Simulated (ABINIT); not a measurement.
Computed results, one entry a study.

**Quasiparticle gap of InP (F-43m) in ABINIT**

The structure is cubic, space group F-43m (No. 216). The conventional cell has a = 5.861 Å, b = 5.861 Å, c = 5.861 Å, α = 90.00°, β = 90.00°, γ = 90.00°. Nearest to In lie 4 P at 2.54 Å. Nearest to P lie 4 In at 2.54 Å. Farther neighbours, and contacts between anions beyond the nearest, are not listed.

```yaml
method: RPA screening on PBE with spin-orbit coupling, plane waves, norm-conserving pseudopotentials (and 2 further levels or steps)
program: ABINIT 10.8.3
settings: cutoff 33 Ha, PseudoDojo fully relativistic 0.4 stringent, norm-conserving, ngkpt (4, 4, 4), nband 220, ecuteps 5.5 Ha, shiftk (0, 0, 0), symchi 1, awtr 1, frequency ppm, 4×4×4 k-mesh
cost: 5 runs, 9.2 min in all on 4 MPI ranks of Intel Xeon 6975P-C (Granite Rapids), shared host
notes: The database entry behind the starting cell differs from other determinations of this structure. The program’s warnings: Neglecting <n,k|[Vnl,iqr]|m,k>. The cell and positions come from the Crystallography Open Database and are kept as given unless a step says otherwise. Limits: mesh may overstate the screening; screening head approximate. The 4×4×4 mesh is coarse for this cell, which bears on the long-range parts of exchange and screening. The RPA ε∞ on this mesh reaches over 25; with a narrow direct gap a coarse mesh can overstate it, and the correction is then too small.
pbe_gap: 0.68 eV, direct
g0w0_gap_on_the_mesh: 1.34 eV
gw_settings: 4×4×4 mesh, 220 bands, screening to 149.7 eV, Godby-Needs plasmon pole
known_limits: short of the basis limit; mesh may overstate the screening; screening head approximate; coarse k mesh
```

G0W0 moves the gap on the mesh from 0.68 eV to 1.34 eV (+0.66 eV), with Z of 0.78 and 0.79 at the edges. Local fields lower the RPA ε∞ on this mesh from 50.24 to 47.58; a Γ-centred mesh this coarse tends to raise both, most where the direct gap is narrow, while a short band sum lowers them.

[Long decimals in the printed logs are rounded to 6 places.]

[Logs are printed without paths, hosts, clocks, repeated set-up lines and the standing remarks that a program may print on its own settings, such as how far it seeks lower states.]

[Paths, hosts, dates, memory and timing lines, banners, echoed tables and standing remarks are left out of the program output; an Ansatz launch command may be rebuilt from the run's recorded settings. Measured values are a selection of at most five: reports struck by readers or far from the other reports are left out. None is set beside runs whose start may be inverted or whose files or cutoffs have a known fault.]

[Runs of the session that timed out or met a known fault of the program may be left out.]

[Hosts, paths, dates, database ids (printed as entryN), source tags and the programs' standing remarks are cut or masked in the printed files.]

[G0W0 gaps are taken among the corrected bands and points alone; a level outside them can change the order at an edge.]

[Where Ansatz stands beside ABINIT at settings called matched, ABINIT's density can come from a denser mesh and the files from another edition; pairs whose starting gaps differed by over 0.03 eV were left out, so agreement reads better than it is.]
